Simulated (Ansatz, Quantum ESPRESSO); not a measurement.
# CaAgF3 (Pm-3m): third-order response, part 2 of 3

Wanted: vibrational spectra of CaAgF3 (Pm-3m) from linear and non-linear response.

Quantum ESPRESSO 8.0 development, patched; DFT LDA, scalar-relativistic, plane waves, PseudoDojo norm-conserving pseudopotentials.

So far. Step 2 (A first look): A gap of 2.1 eV opens on this mesh, so the crystal is taken as an insulator; the start stands at -8.7 GPa. Step 4 (Ground state): The cell stands at -0.0070 GPa, close enough for phonons. The relaxed cell has a = 4.247 Å (conventional setting).

The structure was built from a prototype and need not be the compound's stable phase.

**5. Zone-centre response**

At q = 0 one unit cell holds all displacements; symmetry groups them into irreducible representations that are solved one by one. The response to a field gives ε∞ and the Born charges, which polar modes need. Third-order response adds the Raman tensors.

The input, ph.in:

```
phonons
&INPUTPH
  prefix = 'x'
  outdir = './tmp'
  fildyn = 'g.dyn'
  tr2_ph = 1.0d-18
  epsil  = .true.
  lraman = .true.
  elop   = .true.
/
0.000000000000 0.000000000000 0.000000000000
```

Command:

```
$ OMP_NUM_THREADS=1 mpirun -n 4 ph.x -nk 4 -in ph.in > ph.out
```

What it wrote:

```text
[banners, grids, parts of the stress and lines that vanish by symmetry left out]
[banner, memory and clock lines left out]
Program PHONON v.8.0dev

[...]
(   1q-points):
[...]
Exchange-correlation= PW
                           (   1   4   0   0   0   0   0)
[...]
kinetic-energy cut-off    =      86.0000  Ry
     charge density cut-off    =     344.0000  Ry
     convergence threshold     =      1.0E-18
[...]
Exchange-correlation= PW
                           (   1   4   0   0   0   0   0)
[...]
q = (   0.0000000   0.0000000   0.0000000 )
     49 Sym.Ops. (with q -> -q+G )
     G cutoff =  561.1622  (  55707 G-vectors)     FFT grid: ( 48, 48, 48)
     number of k points=    20
[...]
Mode symmetry, O_h (m-3m)  point group:
[...]
Dielectric constant
[...]
End of electric fields calculation
          Dielectric constant in cartesian axis
          (       2.888173784       0.000000000       0.000000000 )
          (       0.000000000       2.888173784       0.000000000 )
          (       0.000000000       0.000000000       2.888173784 )
          Effective charges (d Force / dE) in cartesian axis without acoustic sum rule applied (asr)
           atom    1  Ag    Mean Z*:        1.52052
      Ex  (        1.52052        0.00000        0.00000 )
      Ey  (        0.00000        1.52052        0.00000 )
      Ez  (        0.00000        0.00000        1.52052 )
           atom    2  Ca    Mean Z*:        2.38556
      Ex  (        2.38556        0.00000        0.00000 )
      Ey  (        0.00000        2.38556        0.00000 )
      Ez  (        0.00000        0.00000        2.38556 )
           atom    3  F     Mean Z*:       -1.30216
      Ex  (       -1.11079        0.00000        0.00000 )
      Ey  (        0.00000       -1.11079        0.00000 )
      Ez  (        0.00000        0.00000       -1.68490 )
           atom    4  F     Mean Z*:       -1.30216
      Ex  (       -1.11079        0.00000        0.00000 )
      Ey  (        0.00000       -1.68490        0.00000 )
      Ez  (        0.00000        0.00000       -1.11079 )
           atom    5  F     Mean Z*:       -1.30216
      Ex  (       -1.68490        0.00000        0.00000 )
      Ey  (        0.00000       -1.11079        0.00000 )
      Ez  (        0.00000        0.00000       -1.11079 )
          Effective charges Sum: Mean:       -0.00039
[...]
Effective charges (d Force / dE) in cartesian axis with asr applied:
           atom    1  Ag    Mean Z*:        1.52060
[...]
atom    2  Ca    Mean Z*:        2.38564
[...]
atom    3  F     Mean Z*:       -1.30208
[...]
atom    4  F     Mean Z*:       -1.30208
[...]
atom    5  F     Mean Z*:       -1.30208
[...]
Dielectric constant from finite-differences
          (       2.888155612       0.000000000       0.000000000 )
          (       0.000000000       2.888155612       0.000000000 )
          (       0.000000000       0.000000000       2.888155612 )
[...]
(       0.000000000       0.000000000       0.000000000 )
          (       0.000000000       0.000000000      -0.000000000 )
          (       0.000000000       0.000000000       0.000000000 )
          (       0.000000000       0.000000000       0.000000000 )
          (       0.000000000       0.000000000       0.000000000 )
          (      -0.000000000       0.000000000       0.000000000 )
          (       0.000000000       0.000000000       0.000000000 )
          (      -0.000000000       0.000000000       0.000000000 )
[...]
(       0.000000000       0.000000000       0.000000000 )
          (       0.000000000       0.000000000       0.000000000 )
          (       0.000000000      -0.000000000       0.000000000 )
          (      -0.000000000       0.000000000       0.000000000 )
          (       0.000000000       0.000000000       0.000000000 )
[...]
Representation #   1 modes #   1   2   3
[...]
End of self-consistent calculation
     Convergence has been achieved
     Representation #   2 modes #   4   5   6
[...]
End of self-consistent calculation
     Convergence has been achieved
     Representation #   3 modes #   7   8   9
[...]
End of self-consistent calculation
     Convergence has been achieved
     Representation #   4 modes #  10  11  12
[...]
End of self-consistent calculation
     Convergence has been achieved
     Representation #   5 modes #  13  14  15
[...]
End of self-consistent calculation
     Convergence has been achieved
[...]
Dielectric constant in cartesian axis
          (       2.888173784       0.000000000       0.000000000 )
          (       0.000000000       2.888173784       0.000000000 )
          (       0.000000000       0.000000000       2.888173784 )
          Effective charges (d Force / dE) in cartesian axis without acoustic sum rule applied (asr)
           atom    1  Ag    Mean Z*:        1.52052
      Ex  (        1.52052        0.00000        0.00000 )
      Ey  (        0.00000        1.52052        0.00000 )
      Ez  (        0.00000        0.00000        1.52052 )
           atom    2  Ca    Mean Z*:        2.38556
      Ex  (        2.38556        0.00000        0.00000 )
      Ey  (        0.00000        2.38556        0.00000 )
      Ez  (        0.00000        0.00000        2.38556 )
           atom    3  F     Mean Z*:       -1.30216
      Ex  (       -1.11079        0.00000        0.00000 )
      Ey  (        0.00000       -1.11079        0.00000 )
      Ez  (        0.00000        0.00000       -1.68490 )
           atom    4  F     Mean Z*:       -1.30216
      Ex  (       -1.11079        0.00000        0.00000 )
      Ey  (        0.00000       -1.68490        0.00000 )
      Ez  (        0.00000        0.00000       -1.11079 )
           atom    5  F     Mean Z*:       -1.30216
      Ex  (       -1.68490        0.00000        0.00000 )
      Ey  (        0.00000       -1.11079        0.00000 )
      Ez  (        0.00000        0.00000       -1.11079 )
          Effective charges Sum: Mean:       -0.00039
[...]
Effective charges (d Force / dE) in cartesian axis with asr applied:
           atom    1  Ag    Mean Z*:        1.52060
[...]
atom    2  Ca    Mean Z*:        2.38564
[...]
atom    3  F     Mean Z*:       -1.30208
[...]
atom    4  F     Mean Z*:       -1.30208
[...]
atom    5  F     Mean Z*:       -1.30208
[...]
q = (    0.000000000   0.000000000   0.000000000 )
[...]
freq (    1) =      -4.138534 [THz] =    -138.046648 [cm-1]
     freq (    2) =      -4.138534 [THz] =    -138.046648 [cm-1]
     freq (    3) =      -4.138534 [THz] =    -138.046648 [cm-1]
     freq (    4) =      -3.689122 [THz] =    -123.055865 [cm-1]
     freq (    5) =      -3.689122 [THz] =    -123.055865 [cm-1]
     freq (    6) =      -3.689122 [THz] =    -123.055865 [cm-1]
     freq (    7) =       0.008939 [THz] =       0.298179 [cm-1]
     freq (    8) =       0.008939 [THz] =       0.298179 [cm-1]
     freq (    9) =       0.008939 [THz] =       0.298179 [cm-1]
     freq (   10) =       3.799196 [THz] =     126.727532 [cm-1]
     freq (   11) =       3.799196 [THz] =     126.727532 [cm-1]
     freq (   12) =       3.799196 [THz] =     126.727532 [cm-1]
     freq (   13) =      16.042282 [THz] =     535.112916 [cm-1]
     freq (   14) =      16.042282 [THz] =     535.112916 [cm-1]
     freq (   15) =      16.042282 [THz] =     535.112916 [cm-1]
[...]
Mode symmetry, O_h (m-3m)  point group:
     freq (   1-   3) =       -138.0  [cm-1]   --> T_2u G_25  G_5-
     freq (   4-   6) =       -123.1  [cm-1]   --> T_1u G_15  G_4- I
     freq (   7-   9) =          0.3  [cm-1]   --> T_1u G_15  G_4- I
     freq (  10-  12) =        126.7  [cm-1]   --> T_1u G_15  G_4- I
     freq (  13-  15) =        535.1  [cm-1]   --> T_1u G_15  G_4- I
```

Elapsed: 38 min, on 4 MPI ranks of Arm Neoverse V1, shared host; 2.6 h of CPU time.

Read from the output:

```yaml
miss_of_the_charge_sum_rule: 4.00e-4 e
largest_acoustic_frequency_at_the_zone_centre_before_the_sum_rule: 0.3 cm⁻¹
highest_optical_zone_centre_mode_no_lo_to_term: 535.1 cm⁻¹
lowest_optical_zone_centre_mode: -138.1 cm⁻¹
mean_high_frequency_dielectric_constant: 2.888
largest_born_charge_in_size_third_of_the_trace: 2.386 e
```

Born charge (rows field, columns displacement), before the sum rule (e), principal values of the symmetric part by kind of site:

```csv
atom,atoms with these values,low,middle,high,mean
Ag1,1,1.52,1.52,1.52,1.52
Ca2,1,2.39,2.39,2.39,2.39
F3,3,-1.68,-1.11,-1.11,-1.30
```

In full for F3:

```
-1.11  0.00  0.00
 0.00 -1.11  0.00
 0.00  0.00 -1.68
```

High-frequency dielectric tensor:

```
2.89 0.00 0.00
0.00 2.89 0.00
0.00 0.00 2.89
```

The acoustic modes at Γ come out as far as 0.3 cm⁻¹ from zero, where they should vanish, a small numerical error; the Born charges miss their sum rule by 4.0e-4 e, which is good. The lowest optical mode is imaginary, 138i cm⁻¹, an instability at this level and on this k mesh.

**6. Zone-centre analysis**

A rigid shift of the crystal must cost nothing, but grids and finite bases break this; the acoustic sum rule is imposed before the matrix is diagonalised again. With Born charges the intensities follow; a static dielectric tensor has no meaning with imaginary modes.

The input, dynmat.in:

```
&INPUT
  fildyn = 'g.dyn'
  asr    = 'simple'
  fileig = 'dynmat.eig'
  lperm  = .true.
/
```

Command:

```
$ dynmat.x -in dynmat.in > dynmat.out
```

What it wrote:

```text
[banner, memory and clock lines left out]
Program DYNMAT v.8.0dev

     Reading Dynamical Matrix from file g.dyn
     ...Force constants read
     ...epsilon and Z* read
     ...Raman cross sections read
     A direction for q was not specified:TO-LO splitting will be absent

     Polarizability (A^3 units)
     multiply by 0.613726 for Clausius-Mossotti correction (not under assume_isolated = 'mt')
        11.507211    0.000000    0.000000
         0.000000   11.507211    0.000000
         0.000000    0.000000   11.507211

     IR activities are in (D/A)^2/amu units

# mode   [cm-1]    [THz]      IR
    1   -138.06   -4.1390    0.0000
    2   -138.06   -4.1390    0.0000
    3   -138.06   -4.1390    0.0000
    4   -123.06   -3.6894    3.3330
    5   -123.06   -3.6894    3.3330
    6   -123.06   -3.6894    3.3330
    7     -0.00   -0.0000    0.0000
    8      0.00    0.0000    0.0000
    9      0.00    0.0000    0.0000
   10    126.72    3.7991    0.9962
   11    126.72    3.7991    0.9962
   12    126.72    3.7991    0.9962
   13    535.11   16.0422    5.8849
   14    535.11   16.0422    5.8849
   15    535.11   16.0422    5.8849

Electronic dielectric permittivity tensor (relative, adimensional)
         2.888174    0.000000    0.000000
         0.000000    2.888174    0.000000
         0.000000    0.000000    2.888174

 ... with zone-center polar mode contributions
         5.188106    0.000000   -0.000000
         0.000000    5.188106   -0.000000
        -0.000000   -0.000000    5.188106

[end of the log left out, with the tail of the file of modes that dynmat.x writes under the same name]
```

Wall time 0.47 s (1 thread).

Unit eigenvectors of the mass-weighted matrix after the sum rule; no LO-TO term. The modes at Γ (shares of kinetic energy by element, %) (negative means imaginary):

```csv
mode,frequency (cm⁻¹),Ag %,Ca %,F %
1,-138.1,0,0,100
2,-138.1,0,0,100
3,-138.1,0,0,100
4,-123.1,34,1,65
5,-123.1,34,1,65
6,-123.1,34,1,65
7,0.0,53,20,28
8,0.0,53,20,28
9,0.0,53,20,28
10,126.7,13,52,35
11,126.7,13,52,35
12,126.7,13,52,35
13,535.1,0,27,73
14,535.1,0,27,73
15,535.1,0,27,73
```

Displacements in mode 2 (-138.1 cm⁻¹), the largest set to 1:
```
Ag1  0.00  0.00  0.00
Ca2  0.00  0.00  0.00
F3   0.27 -0.12  0.00
F4  -0.27  0.00  1.00
F5   0.00  0.12 -1.00
```

Displacements in mode 14 (535.1 cm⁻¹), the largest set to 1:
```
Ag1  0.00  0.00  0.00
Ca2  0.00  0.00 -0.42
F3   0.00  0.00  1.00
F4   0.00  0.00 -0.05
F5   0.00  0.00 -0.05
```

Degenerate modes summed, no LO-TO term; imaginary modes left out. Infrared lines, with heights relative to the strongest:

```csv
position (cm⁻¹),lines merged,"IR intensity, relative"
127,3,17
535,3,100
```

The rule moves no optical mode by more than 0.1 cm⁻¹.

**7. Sum rules set otherwise (asr no)**

Without the rule the raw error of the acoustic modes shows.

The input, dynmat.in:

```
&INPUT
  fildyn = 'g.dyn'
  asr    = 'no'
  fileig = 'dynmat.eig'
  lperm  = .true.
/
```

Command:

```
$ dynmat.x -in dynmat.in > dynmat.out
```

What it wrote:

```text
[banner, memory and clock lines left out]
Program DYNMAT v.8.0dev

     Reading Dynamical Matrix from file g.dyn
     ...Force constants read
     ...epsilon and Z* read
     ...Raman cross sections read
     A direction for q was not specified:TO-LO splitting will be absent

     Polarizability (A^3 units)
     multiply by 0.613726 for Clausius-Mossotti correction (not under assume_isolated = 'mt')
        11.507211    0.000000    0.000000
         0.000000   11.507211    0.000000
         0.000000    0.000000   11.507211

     IR activities are in (D/A)^2/amu units

# mode   [cm-1]    [THz]      IR
    1   -138.05   -4.1385    0.0000
    2   -138.05   -4.1385    0.0000
    3   -138.05   -4.1385    0.0000
    4   -123.06   -3.6891    3.3332
    5   -123.06   -3.6891    3.3332
    6   -123.06   -3.6891    3.3332
    7      0.30    0.0091    0.0000
    8      0.30    0.0091    0.0000
    9      0.30    0.0091    0.0000
   10    126.73    3.7992    0.9964
   11    126.73    3.7992    0.9964
   12    126.73    3.7992    0.9964
   13    535.11   16.0423    5.8851
   14    535.11   16.0423    5.8851
   15    535.11   16.0423    5.8851

Electronic dielectric permittivity tensor (relative, adimensional)
         2.888174    0.000000    0.000000
         0.000000    2.888174    0.000000
         0.000000    0.000000    2.888174

 ... with zone-center polar mode contributions
         5.188327   -0.000000    0.000000
        -0.000000    5.188327   -0.000000
         0.000000   -0.000000    5.188327

[end of the log left out, with the tail of the file of modes that dynmat.x writes under the same name]
```

The job ended after 0.45 s (1 thread).

Zone-centre frequencies as printed; negative means imaginary. Modes:

```csv
mode,frequency (cm⁻¹)
1,-138.1
2,-138.1
3,-138.1
4,-123.1
5,-123.1
6,-123.1
7,0.3
8,0.3
9,0.3
10,126.7
11,126.7
12,126.7
13,535.1
14,535.1
15,535.1
```

Against the first rule no mode moves by more than 0.4 cm⁻¹.

**8. Sum rules set otherwise: a sum rule for molecules or wires on a crystal**

This rule also removes rotations, which suits molecules and not a crystal; it is tried to see the harm.

The input, dynmat.in:

```
&INPUT
  fildyn = 'g.dyn'
  asr    = 'zero-dim'
  fileig = 'dynmat.eig'
  lperm  = .true.
/
```

Command:

```
$ dynmat.x -in dynmat.in > dynmat.out
```

What it wrote:

```text
[banner, memory and clock lines left out]
Program DYNMAT v.8.0dev

     Reading Dynamical Matrix from file g.dyn
     ...Force constants read
     ...epsilon and Z* read
     ...Raman cross sections read
     Warning: this looks like a crystal, not a molecule in a box: use asr = 'crystal'
     Acoustic Sum Rule: || Z*(ASR) - Z*(orig)|| =    3.052155E-04
     Acoustic Sum Rule: ||dyn(ASR) - dyn(orig)||=    8.785155E-02
     Message from routine dynmat:
     WARNING: the charges keep any dipole. Ignore the strengths of the modes set to zero; with q typed a rigid rotation may get a frequency
     A direction for q was not specified:TO-LO splitting will be absent

     Polarizability (A^3 units)
     multiply by 0.613726 for Clausius-Mossotti correction (not under assume_isolated = 'mt')
        11.507211    0.000000    0.000000
         0.000000   11.507211    0.000000
         0.000000    0.000000   11.507211

     IR activities are in (D/A)^2/amu units

# mode   [cm-1]    [THz]      IR
    1   -142.16   -4.2619    2.6541
    2   -142.16   -4.2619    2.6541
    3   -123.07   -3.6895    3.3328
    4    -70.40   -2.1105    1.3649
    5    -70.40   -2.1105    1.3649
    6     -0.00   -0.0000    0.0236
    7     -0.00   -0.0000    0.0171
    8     -0.00   -0.0000    0.0055
    9      0.00    0.0000    0.0299
   10      0.00    0.0000    0.0304
   11      0.00    0.0000    0.0781
   12    126.73    3.7992    0.9964
   13    530.13   15.8929    6.1029
   14    530.13   15.8929    6.1029
   15    535.11   16.0423    5.8849

Electronic dielectric permittivity tensor (relative, adimensional)
         2.888174    0.000000    0.000000
         0.000000    2.888174    0.000000
         0.000000    0.000000    2.888174

 ... with zone-center polar mode contributions
         4.058106    0.565169    0.565169
         0.565169    4.058106    0.565169
         0.565169    0.565169    4.058106

[end of the log left out, with the tail of the file of modes that dynmat.x writes under the same name]
```

Run time: 0.45 s. Hardware: 1 thread.

The run ended normally, but on settings that are not sound.

The fault: a sum rule for molecules or wires on a crystal; 3 optical modes are projected out to zero frequency, as if they were rotations.

For a crystal the rule has to be 'simple' or 'crystal'.

Zone-centre frequencies as printed; negative means imaginary. Modes:

```csv
mode,frequency (cm⁻¹)
1,-142.2
2,-142.2
3,-123.1
4,-70.4
5,-70.4
6,0
7,0
8,0
9,0
10,0
11,0
12,126.7
13,530.1
14,530.1
15,535.1
```

**9. Modes along a direction of q (1 0 0)**

A longitudinal polar mode sets up a macroscopic field that stiffens it; the term hangs on the direction from which q goes to zero.

The input, dynmat.in:

```
&INPUT
  fildyn = 'g.dyn'
  asr    = 'simple'
  fileig = 'dynmat.eig'
  q(1)   = 1.0
  q(2)   = 0.0
  q(3)   = 0.0
/
```

Command:

```
$ dynmat.x -in dynmat.in > dynmat.out
```

What it wrote:

```text
[banner, memory and clock lines left out]
Program DYNMAT v.8.0dev

     Reading Dynamical Matrix from file g.dyn
     ...Force constants read
     ...epsilon and Z* read
     ...Raman cross sections read

     Polarizability (A^3 units)
     multiply by 0.613726 for Clausius-Mossotti correction (not under assume_isolated = 'mt')
        11.507211    0.000000    0.000000
         0.000000   11.507211    0.000000
         0.000000    0.000000   11.507211

     IR activities are in (D/A)^2/amu units

# mode   [cm-1]    [THz]      IR
    1   -138.06   -4.1390    0.0000
    2   -138.06   -4.1390    0.0000
    3   -138.06   -4.1390    0.0000
    4   -123.06   -3.6894    3.3330
    5   -123.06   -3.6894    3.3330
    6     -0.00   -0.0000    0.0000
    7     -0.00   -0.0000    0.0000
    8      0.00    0.0000    0.0000
    9     44.14    1.3232    0.6525
   10    126.72    3.7991    0.9962
   11    126.72    3.7991    0.9962
   12    182.27    5.4642    2.1955
   13    535.11   16.0422    5.8849
   14    535.11   16.0422    5.8849
   15    592.10   17.7506    7.3662

[end of the log left out, with the tail of the file of modes that dynmat.x writes under the same name]
```

It took 0.45 s on 1 thread.

Numbers from this step:

```yaml
highest_mode_moved_by_the_lo_to_term: 592.1 cm⁻¹
```

Zone-centre frequencies as printed; negative means imaginary. Modes:

```csv
mode,frequency (cm⁻¹)
1,-138.1
2,-138.1
3,-138.1
4,-123.1
5,-123.1
6,0
7,0
8,0
9,44.14
10,126.7
11,126.7
12,182.3
13,535.1
14,535.1
15,592.1
```

The field moves 3 modes; the highest of them now lies at 592 cm⁻¹, where the highest that moved away lay at 535.

(Continued in part 3 of 3.)

[Host names and launcher messages were left out of these logs when they were recorded.]

[Logs are printed without paths, hosts, clocks, repeated set-up lines and the standing remarks that a program may print on its own settings, such as how far it seeks lower states.]

[Hosts, paths, dates, database ids (printed as entryN), source tags and the programs' standing remarks are cut or masked in the printed files.]
